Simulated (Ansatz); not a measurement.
## LiZnF3 (model cell, started as cubic perovskite with Zn in the octahedra): following an unstable mode

Which phase does LiZnF3 (model cell, started as cubic perovskite with Zn in the octahedra) fall into along its unstable mode, and how much energy does it gain?

Program: Ansatz 0.2.0. Level of theory: DFT PBEsol, scalar-relativistic, plane waves, PAW; PAW set soft_1. Results are calculated unless marked as measured.

The structure was built from a prototype and need not be the compound's stable phase.

## Step 1: The starting structure

Symmetry: Pm-3m, No. 221, cubic system. Conventional cell: a = 3.968 Å, b = 3.968 Å, c = 3.968 Å, α = 90.00°, β = 90.00°, γ = 90.00°. Nearest to Li lie 12 F at 2.81 Å. Nearest to Zn lie 6 F at 1.98 Å. F has 2 Zn at 1.98 Å nearest. Farther neighbours and most contacts between anions are not listed.

## Step 2: The dispersion

The cell comes from relaxations at this level that are not shown. Stability and thermal properties need the whole zone. Linear response on a 4×4×4 q mesh gives force constants as far as a supercell of that size would, and the tensors from the zone-centre run are typed in so that the long-range dipole term is interpolated apart.

The input, input.yaml:

```yaml
crystal:
  lattice:
    - [3.9677040432, 0.0, 0.0]
    - [0.0, 3.9677040432, 0.0]
    - [0.0, 0.0, 3.9677040432]
  atoms:
    - { symbol: Li, position: [0.0, 0.0, 0.0] }
    - { symbol: Zn, position: [0.5, 0.5, 0.5] }
    - { symbol: F, position: [0.5, 0.5, 0.0] }
    - { symbol: F, position: [0.5, 0.0, 0.5] }
    - { symbol: F, position: [0.0, 0.5, 0.5] }
kpoints:
  mp_grid: { grid: [8, 8, 8] }
hamiltonian:
  xc: pbesol
  pseudopotentials: { kind: paw, azcp: { folder: soft_1 }, xc_functional: pbe }
scf:
  occupations: { method: fixed }
output:
  eigenvalues: true
phonons:
  method: dfpt
  qmesh: [4, 4, 4]
  temperatures: { t_max: 1000, t_step: 50 }
  qpath:
    path:
      - [[0.0, 0.0, 0.0], [0.0, 0.5, 0.0], [0.5, 0.5, 0.0], [0.0, 0.0, 0.0], [0.5, 0.5, 0.5], [0.0, 0.5, 0.0]]
      - [[0.5, 0.5, 0.5], [0.5, 0.5, 0.0]]
    npoints: 10
  non_analytic_term:
    high_frequency_dielectric_tensor: [[2.29, 0.0, 0.0], [0.0, 2.29, 0.0], [0.0, 0.0, 2.29]]
    born_effective_charges:
      - { species: Li, tensor: [[1.2076, 0.0, 0.0], [0.0, 1.2076, 0.0], [0.0, 0.0, 1.2076]] }
      - { species: Zn, tensor: [[2.2074, 0.0, 0.0], [0.0, 2.2074, 0.0], [0.0, 0.0, 2.2074]] }
      - { species: F, tensor: [[-0.8576, 0.0, 0.0], [0.0, -0.8576, 0.0], [0.0, 0.0, -1.6999]] }
      - { species: F, tensor: [[-0.8576, 0.0, 0.0], [0.0, -1.6999, 0.0], [0.0, 0.0, -0.8576]] }
      - { species: F, tensor: [[-1.6999, 0.0, 0.0], [0.0, -0.8576, 0.0], [0.0, 0.0, -0.8576]] }
    source: "zone-centre run at this cell"
```

Run with:

```bash
$ ansatz run input.yaml --threads 4 --pin off --max-ram 16384MiB --backend cpu --events-out ev --progress --plain --runs-dir out
```

Numbers of over 12 decimals in the logs are rounded to 6 here.

Output:

```text
Engine: ansatz 0.2.0, x86_64-unknown-linux-gnu
Pseudopotentials: kind: paw
Pseudopotential: Li, paw, valence charge 3, recommended cutoff 420 eV (normal), soft_1/Li.paw.azcp
Pseudopotential: Zn, paw, valence charge 12, recommended cutoff 420 eV (normal), soft_1/Zn.paw.azcp
Pseudopotential: F, paw, valence charge 7, recommended cutoff 420 eV (normal), soft_1/F.paw.azcp
Functional definition: PBEsol
  exchange = pbesol_x
  correlation = pbesol_c
Crystal: 5 atoms, lattice volume = 62.462 Å³
Basis set: ecut = 420 eV, 1213 PW (Γ), exchange–correlation on 54×54×54 points (8 copies of the dense FFT grid, shifted against one another)
Bands: 23, of which v1, the nominal top of the filled ones, is band 18 counted from 1 (17 counted from 0)
Symmetry: 48 space group operations
k-points: 35 of 512
Non-local potential: Li, projectors of the file, l = 0: 3, l = 1: 2, l = 2: 1
Non-local potential: Zn, projectors of the file, l = 0: 2, l = 1: 2, l = 2: 3, l = 3: 1
Non-local potential: F, projectors of the file, l = 0: 2, l = 1: 2, l = 2: 1
PAW form: soft (Blöchl's): semilocal exchange-correlation on the pseudo side does not see the compensation charge
PAW frozen core: Zn, regenerated for the run's functional, and the local potential with it (the file was generated under x = pbe(κ = 0.804, μ = 0.219515), c = pbe(β = 0.066725))
PAW frozen core: F, regenerated for the run's functional, and the local potential with it (the file was generated under x = pbe(κ = 0.804, μ = 0.219515), c = pbe(β = 0.066725))
PAW one-centre angular grid: Li, 110 points (default); XC on 64 Gauss nodes
PAW one-centre angular grid: Zn, 590 points (default); XC on 64 Gauss nodes
PAW one-centre angular grid: F, 110 points (default); XC on 64 Gauss nodes
Initial density: superposition of atomic densities (chi_scale 0.1, normalization cell, long waves kept (reshape's long-wave potential 0.03 eV rms))
Initial wavefunctions: pseudopotential atomic-orbital guess
Functional: x = pbesol(κ = 0.804, μ = 0.123457), c = pbesol(β = 0.046)
SCF iter   1: F=—  HF=-5893.265848 eV  |F-HF|=—  |Δ(HF+E_count)|=         —  Δρ=1.82e-1  dr2=1.26e1  ethr=3.10e-3  ⟨swp⟩=4.3  Hψ=3681  notcnv=0  defer=69
preconditioner: auto → Resta (q_TF=auto, 2.489 Å⁻¹)  ε∞=3.7  [insulator: Δε(μ)=2.900 eV  Ē_g=16.802 eV  n_scr=18 (ndim 8)  ℏωp=27.4 eV  f_vac=0.010  ε∞_Penn≈3.7]
SCF iter   2: F=—  HF=-5888.911449 eV  |F-HF|=—  |Δ(HF+E_count)|=    4.35e0  Δρ=4.01e-2  dr2=8.04e-1  ethr=3.10e-3  ⟨swp⟩=3.0  Hψ=2324  notcnv=0  defer=85
SCF iter   3: F=—  HF=-5888.465744 eV  |F-HF|=—  |Δ(HF+E_count)|=   4.46e-1  Δρ=2.14e-2  dr2=3.11e-1  ethr=2.23e-3  ⟨swp⟩=2.0  Hψ=1640  notcnv=0  defer=97
SCF iter   4: F=—  HF=-5888.415332 eV  |F-HF|=—  |Δ(HF+E_count)|=   5.04e-2  Δρ=1.06e-2  dr2=2.82e-2  ethr=8.64e-4  ⟨swp⟩=2.4  Hψ=1364  notcnv=0  defer=96
SCF iter   5: F=—  HF=-5888.447899 eV  |F-HF|=—  |Δ(HF+E_count)|=   3.26e-2  Δρ=6.99e-3  dr2=1.81e-2  ethr=7.84e-5  ⟨swp⟩=2.9  Hψ=1691  notcnv=0  defer=100
SCF iter   6: F=—  HF=-5888.441583 eV  |F-HF|=—  |Δ(HF+E_count)|=   6.32e-3  Δρ=3.16e-3  dr2=3.30e-3  ethr=5.02e-5  ⟨swp⟩=2.2  Hψ=1318  notcnv=0  defer=100
SCF iter   7: F=—  HF=-5888.441177 eV  |F-HF|=—  |Δ(HF+E_count)|=   4.07e-4  Δρ=6.68e-4  dr2=1.96e-4  ethr=9.16e-6  ⟨swp⟩=2.1  Hψ=1344  notcnv=0  defer=101
SCF iter   8: F=—  HF=-5888.441201 eV  |F-HF|=—  |Δ(HF+E_count)|=   2.38e-5  Δρ=8.66e-5  dr2=6.00e-6  ethr=5.43e-7  ⟨swp⟩=2.0  Hψ=1350  notcnv=0  defer=101
SCF iter   9: F=—  HF=-5888.441202 eV  |F-HF|=—  |Δ(HF+E_count)|=   1.92e-6  Δρ=2.42e-5  dr2=2.68e-7  ethr=1.67e-8  ⟨swp⟩=2.4  Hψ=1296  notcnv=0  defer=36
SCF iter  10: F=—  HF=-5888.441203 eV  |F-HF|=—  |Δ(HF+E_count)|=   1.70e-7  Δρ=2.29e-6  dr2=2.65e-9  ethr=7.43e-10  ⟨swp⟩=2.0  Hψ=1370  notcnv=0  defer=35
SCF iter  11: F=—  HF=-5888.441203 eV  |F-HF|=—  |Δ(HF+E_count)|=   3.82e-9  Δρ=4.82e-7  dr2=1.03e-10  ethr=7.37e-12  ⟨swp⟩=2.0  Hψ=1394  notcnv=0  defer=35
SCF iter  12: F=-5888.441203 eV  HF=-5888.441203 eV  |F-HF|=1.36e-11  |Δ(HF+E_count)|=  2.53e-10  Δρ=1.08e-7  dr2=7.15e-12  ethr=1.00e-12  ⟨swp⟩=11.1  Hψ=4647  notcnv=0
SCF 1 converged in 12 iterations: F = -5888.441203 eV  dr2 = 7.15e-12
  greatest PAW one-centre occupation: 0.999 electrons in one spin orbital (limit 2), on the Li atom at site 0 (counted from 0), in its partial waves of l = 0
NSCF: frozen V_eff on 35 k-points
NSCF: frozen V_eff on 125 k-points
DFPT response loops at q = (0, 0, 0) (fractional): preconditioner auto → none (the input reference at scf.mixing.eps_inf says where Resta's filter doesn't serve); β = 0.50; Broyden in place of MSR1
NSCF: frozen V_eff on 400 k-points
DFPT response loops at q = (0, 0, 0.25) (fractional): mixed as the last ones told, above
NSCF: frozen V_eff on 250 k-points
DFPT response loops at q = (0, 0, -0.5) (fractional): mixed as the last ones told, above
NSCF: frozen V_eff on 640 k-points
DFPT response loops at q = (0, 0.25, 0.25) (fractional): mixed as the last ones told, above
NSCF: frozen V_eff on 400 k-points
DFPT response loops at q = (0, 0.25, -0.5) (fractional): mixed as the last ones told, above
NSCF: frozen V_eff on 250 k-points
DFPT response loops at q = (0, -0.5, -0.5) (fractional): mixed as the last ones told, above
NSCF: frozen V_eff on 1024 k-points
DFPT response loops at q = (0.25, 0.25, 0.25) (fractional): mixed as the last ones told, above
NSCF: frozen V_eff on 640 k-points
DFPT response loops at q = (0.25, 0.25, -0.5) (fractional): mixed as the last ones told, above
NSCF: frozen V_eff on 400 k-points
DFPT response loops at q = (0.25, -0.5, -0.5) (fractional): mixed as the last ones told, above
NSCF: frozen V_eff on 250 k-points
DFPT response loops at q = (-0.5, -0.5, -0.5) (fractional): mixed as the last ones told, above
SCF converged after 12 iterations
Free energy (F): -5888.441203 eV
Harris-Foulkes:  -5888.441203 eV  (|F-HF|=1.36e-11)
Internal energy: -5888.441203 eV  (E = F + TS)
E sigma→0 (E₀):  -5888.441203 eV
Fermi energy:    2.616982 eV
--- Per-component energies (eV) ---
  E_band       = -217.983533
  E_kinetic    = 753.081377
  E_local      = -4452.989431  (includes V_loc(G=0)·N_el)
  E_nonlocal   = 1073.921020
  E_hartree    = 1712.264893
  E_xc         = -312.712639
  E_vxc        = -354.652487  (∫ρ·V_xc dr)
  E_paw        = -2481.889139  (= ΣΔE_a)
  E_vpaw       = -661.875802  (= ΣTr[D̂ρ^β])
  E_aug_tail   = 0.002100  (compensation charges beyond the density's cutoff)
  E_ewald      = -2181.044068
  E_core_change = 0.924684  (= ΣΔE_core)
  E_smearing   = -0.000000  (= −TS)
  E_closure    = -0.000000  (closes the sum)
  Σ components = -5888.441203   (vs F -5888.441203, Δ=0.00e0)
--- Band table (eV; the first three rows and the last of 35) ---
  k-point 0: bands = [... 14 lower, 0.1672, 0.2433, 0.2433, 0.2433, 5.6968, 10.1296, 13.4353, 13.4353, ... 1 higher]
  k-point 1: bands = [... 14 lower, 0.2010, 0.2898, 0.2898, 0.3809, 5.9815, 10.2676, 12.5777, 13.3930, ... 1 higher]
  k-point 2: bands = [... 14 lower, 0.2220, 0.4316, 0.4316, 0.6652, 6.7213, 10.4838, 11.6454, 13.2884, ... 1 higher]
  k-point 34: bands = [... 14 lower, 0.7927, 0.7927, 2.6170, 2.6170, 10.5318, 11.9437, 11.9437, 11.9437, ... 1 higher]
--- Phonons (Γ-DFPT): 4 representative perturbations + reference (Σ response iterations 15) ---
  ASR residual: 2.630e-4 → 0.000e0 eV/Å²; symmetrization residual: 1.250e-6 eV/Å²
  ASR residual per site (eV/Å²): 1.99e-4 2.63e-4 9.51e-5 9.51e-5 9.51e-5
  Γ frequencies (cm⁻¹): -231.11 -231.11 -231.11 -40.21 -40.21 -40.21 0.00 0.00 0.00 187.72 187.72 187.72 488.99 488.99 488.99
--- Phonons (arbitrary-q DFPT): 10 irreducible q on the 4×4×4 mesh ---
  q = [0.0000, 0.0000, 0.0000] (star 1, of the zone-centre solve; hermiticity 1.77e-7, symmetrization 2.91e-13): -231.11 -231.11 -231.11 -40.21 -40.21 -40.21 -0.00 0.00 0.00 187.72 187.72 187.72 488.99 488.99 488.99
  q = [0.0000, 0.0000, 0.2500] (star 6, 9 solved perturbations in 1560 linear systems a pass and spin channel, the states on 200 of 512 k-point pairs; hermiticity 1.65e-7, symmetrization 3.34e-13): -223.70 -223.70 -45.45 -45.45 17.03 70.75 70.75 118.39 163.57 173.61 173.61 254.73 487.56 487.56 548.97
  q = [0.0000, 0.0000, -0.5000] (star 3, 9 solved perturbations in 975 linear systems a pass and spin channel, the states on 125 of 512 k-point pairs; hermiticity 2.11e-7, symmetrization 4.63e-13): -215.31 -215.31 -58.87 -58.87 46.16 131.60 131.60 135.66 135.66 167.61 180.31 291.32 486.09 486.09 520.18
  q = [0.0000, 0.2500, 0.2500] (star 12, 9 solved perturbations in 2460 linear systems a pass and spin channel, the states on 320 of 512 k-point pairs; hermiticity 1.49e-7, symmetrization 6.98e-14): -220.16 -214.75 -118.56 -103.16 48.37 61.93 109.43 137.35 159.88 171.33 247.42 269.53 433.43 486.22 559.94
  q = [0.0000, 0.2500, -0.5000] (star 12, 15 solved perturbations on 200 of 512 k-point pairs; hermiticity 2.08e-7, symmetrization 4.53e-14): -212.63 -204.04 -158.33 -122.13 25.14 110.96 126.37 130.04 163.28 199.53 266.24 300.45 405.14 484.84 548.27
  q = [0.0000, -0.5000, -0.5000] (star 3, 9 solved perturbations in 975 linear systems a pass and spin channel, the states on 125 of 512 k-point pairs; hermiticity 2.18e-7, symmetrization 1.91e-13): -208.06 -208.06 -189.19 -161.13 78.70 78.70 118.22 174.01 174.01 221.67 310.51 310.51 350.37 483.56 545.69
  q = [0.2500, 0.2500, 0.2500] (star 8, 4 solved perturbations in 1376 linear systems a pass and spin channel, the states on 512 of 512 k-point pairs; hermiticity 1.88e-7, symmetrization 2.23e-13): -219.12 -219.12 -123.93 -116.69 -91.62 -91.62 162.95 162.95 163.82 237.87 237.87 279.80 431.85 431.85 572.46
  q = [0.2500, 0.2500, -0.5000] (star 12, 9 solved perturbations in 2460 linear systems a pass and spin channel, the states on 320 of 512 k-point pairs; hermiticity 1.70e-7, symmetrization 1.04e-13): -218.15 -201.10 -184.21 -134.42 -107.37 -85.71 163.35 192.82 205.86 223.59 272.35 296.31 391.07 430.26 568.89
  q = [0.2500, -0.5000, -0.5000] (star 6, 9 solved perturbations in 1560 linear systems a pass and spin channel, the states on 200 of 512 k-point pairs; hermiticity 1.44e-7, symmetrization 2.73e-13): -212.19 -212.19 -206.67 -161.47 -119.24 -119.24 192.98 218.55 218.55 245.25 294.08 294.08 350.10 412.82 571.61
  q = [-0.5000, -0.5000, -0.5000] (star 1, 4 solved perturbations in 350 linear systems a pass and spin channel, the states on 125 of 512 k-point pairs; hermiticity 5.00e-8, symmetrization 1.64e-13): -220.18 -220.18 -220.18 -161.80 -161.80 -161.80 256.31 256.31 256.31 264.55 264.55 264.55 349.82 349.82 578.83
  sum rule: each row above includes the acoustic sum rule's correction from the zone centre's row sums; it moved no ω² by more than (2.79 cm⁻¹)²
  mesh force constants: q→R imaginary residual 7.26e-19; ASR residual 2.630e-4 → 0.000e0 eV/Å²; symmetrization residual 8.882e-15 eV/Å²
  interpolated dispersion: 63 rows × 15 modes
  density of states and harmonic sums: on the 16×16×16 q-mesh, interpolated from the force constants of a 4×4×4 supercell (with the dipole–dipole term of supplied tensors)
  largest difference from the sums on the solved wave vectors: F 6.65e-2 eV, S 8.86e-5 and C_V 2.21e-5 eV/K
  zero-point energy: 0.167330 eV/cell   skipped modes (ω ≤ 0): 853, of them read as no rigid motion or as one in doubt: 850 (5.177e0 modes/cell left out, lowest -231.11 cm⁻¹)   left out of the sums: 3.45e-1 of the cell's modes: C_V's classical limit lies that fraction below 3 k_B per atom; for a crystal, a wire or a layer, F and S can be off by more, and a phonons.interpolated_qmesh denser along its periods is the remedy for the sampling
```

Elapsed: 6.4 min, on 4 threads of Intel Xeon Platinum 8375C at 2.90GHz (Ice Lake), shared host; peak memory 2 GiB; 24 min of CPU time.

This step gave:

```
gap on the k-mesh                                       : 3.080 eV
volume per atom                                         : 12.49 Å³
sum-rule residual before enforcement                    : 2.63e-4 eV/Å²
lowest frequency on the path                            : -231.1 cm⁻¹
point group                                             : m-3m
highest frequency on the path or at a solved wavevector : 578.8 cm⁻¹
highest optical mode at the zone centre (no LO-TO term) : 489.0 cm⁻¹
lowest optical zone-centre mode                         : -231.1 cm⁻¹
lowest mode on the q mesh (acoustic modes at Γ apart)   : -231.1 cm⁻¹
```

Frequencies (cm⁻¹) solved at each irreducible wavevector; negative means imaginary. Frequencies by wavevector, by row:

```tsv
q in reciprocal lattice units	star	mode 1	mode 2	mode 3	mode 4	mode 13	mode 14	mode 15
0 0 0	1	-231.1	-231.1	-231.1	-40.2	489	489	489
0 0 0.25	6	-223.7	-223.7	-45.5	-45.5	487.6	487.6	549
0 0 -0.5	3	-215.3	-215.3	-58.9	-58.9	486.1	486.1	520.2
0 0.25 0.25	12	-220.2	-214.8	-118.6	-103.2	433.4	486.2	559.9
0 0.25 -0.5	12	-212.6	-204	-158.3	-122.1	405.1	484.8	548.3
0 -0.5 -0.5	3	-208.1	-208.1	-189.2	-161.1	350.4	483.6	545.7
0.25 0.25 0.25	8	-219.1	-219.1	-123.9	-116.7	431.9	431.9	572.5
0.25 0.25 -0.5	12	-218.2	-201.1	-184.2	-134.4	391.1	430.3	568.9
0.25 -0.5 -0.5	6	-212.2	-212.2	-206.7	-161.5	350.1	412.8	571.6
-0.5 -0.5 -0.5	1	-220.2	-220.2	-220.2	-161.8	349.8	349.8	578.8
```

Interpolated from a 4×4×4 q mesh, with the LO-TO term (at Γ the limit along the path; where Γ stands inside the path, tables give the limit on arrival). The phonon branches at the labelled points (cm⁻¹):

```tsv
point	branch 1	branch 2	branch 3	branch 4	branch 12	branch 13	branch 14	branch 15
Γ	-231	-231	-40	-40	239	489	489	571
halfway	-224	-224	-45	-45	255	488	488	549
X	-215	-215	-59	-59	291	486	486	520
halfway	-213	-204	-158	-122	300	405	485	548
M	-208	-208	-189	-161	310	350	484	546
halfway	-220	-215	-119	-103	270	433	486	560
Γ	-231	-231	-40	-40	239	489	489	571
halfway	-219	-219	-124	-117	280	432	432	572
R	-220	-220	-220	-162	264	350	350	579
halfway	-218	-201	-184	-134	296	391	430	569
X	-215	-215	-59	-59	291	486	486	520
jump to R	-220	-220	-220	-162	264	350	350	579
halfway	-212	-212	-207	-162	294	350	413	572
M	-208	-208	-189	-161	310	350	484	546
```

Symmetry leaves 10 wavevectors to solve. The lowest mode among them, the acoustic zeros apart, lies at Γ and is imaginary, 231.1i cm⁻¹, so the energy falls along it.

## Step 3: The mode frozen in, largest atomic shift 0 Å

The mode followed lies at q = (-0.5, -0.5, -0.5) with frequency 220.2i cm⁻¹ and is 3-fold degenerate, one of the unstable modes though not the softest. At small amplitude the distorted cell has space group no. 74 by a symmetry search on the positions. The undistorted cell that holds it gives the zero of energy on the same k mesh.

System of this step: LiZnF3 (model cell, started as cubic perovskite with Zn in the octahedra). The structure is cubic, space group Pm-3m (No. 221). The conventional cell has a = 3.968 Å, b = 3.968 Å, c = 3.968 Å, α = 90.00°, β = 90.00°, γ = 90.00°. Nearest to Li lie 12 F at 2.81 Å. Nearest to Zn lie 6 F at 1.98 Å. Nearest to F lie 2 Zn at 1.98 Å. Farther neighbours and most contacts between anions are not listed.

The input, input.yaml:

```yaml
crystal:
  lattice:
    - [3.9677040432, 3.9677040432, 0.0]
    - [3.9677040432, 0.0, 3.9677040432]
    - [3.9677040432, 0.0, -3.9677040432]
  atoms:
    - { symbol: Li, position: [0.0, 0.0, 0.0] }
    - { symbol: Li, position: [0.0, 0.5, 0.5] }
    - { symbol: Zn, position: [0.5, 0.25, 0.75] }
    - { symbol: Zn, position: [0.5, 0.75, 0.25] }
    - { symbol: F, position: [0.5, 0.0, 0.0] }
    - { symbol: F, position: [0.5, 0.5, 0.5] }
    - { symbol: F, position: [0.0, 0.5, 0.0] }
    - { symbol: F, position: [0.0, 0.0, 0.5] }
    - { symbol: F, position: [0.5, 0.0, 0.5] }
    - { symbol: F, position: [0.5, 0.5, 0.0] }
kpoints:
  mp_grid: { grid: [6, 6, 6] }
hamiltonian:
  xc: pbesol
  pseudopotentials: { kind: paw, azcp: { folder: soft_1 }, xc_functional: pbe }
scf:
  occupations: { method: gaussian, width: 0.02 }
output:
  forces: true
  stress: true
  eigenvalues: true
```

Output:

```text
[...]
Crystal: 10 atoms, lattice volume = 124.925 Å³
Basis set: ecut = 420 eV, 2421 PW (Γ), exchange–correlation on 80×80×80 points (8 copies of the dense FFT grid, shifted against one another)
Bands: 46, of which v1, the nominal top of the filled ones, is band 36 counted from 1 (35 counted from 0)
Symmetry: 96 space group operations
[...]
k-points: 16 of 216
[...]
k-point 0: bands = [... 32 lower, 0.7927, 0.7927, 2.6170, 2.6170, 5.6968, 10.1296, 10.5318, 11.9437, ... 3 higher]
  k-point 1: bands = [... 32 lower, 0.7061, 0.7484, 2.4406, 2.4406, 6.0672, 10.3178, 10.4885, 11.0662, ... 3 higher]
  k-point 2: bands = [... 32 lower, 0.8965, 0.8965, 1.9958, 1.9958, 6.9795, 9.4134, 10.7822, 11.1086, ... 3 higher]
  k-point 15: bands = [... 32 lower, 0.6220, 0.6832, 1.5066, 2.2932, 8.6709, 9.4272, 9.5021, 9.8123, ... 3 higher]
[key lines of the parts left out:]
SCF converged after 10 iterations
Free energy (F): -11776.882432 eV
Fermi energy:    4.156968 eV
P = ⅓ Tr σ = -0.0068 GPa (-0.068 kbar)
```

It took 1.6 s on 4 threads; peak memory 0.54 GiB.

This step gave:

- pressure: -0.006791 GPa
- energy from the undistorted cell: 0 meV/atom

At this level the gap is 3.08 eV on the k-mesh of the self-consistent run, which can miss the band edges.

[end of part 1 of 3]

[Logs are printed without paths, hosts, clocks, repeated set-up lines and the standing remarks that a program may print on its own settings, such as how far it seeks lower states.]

[Hosts, paths, dates, database ids (printed as entryN), source tags and the programs' standing remarks are cut or masked in the printed files.]
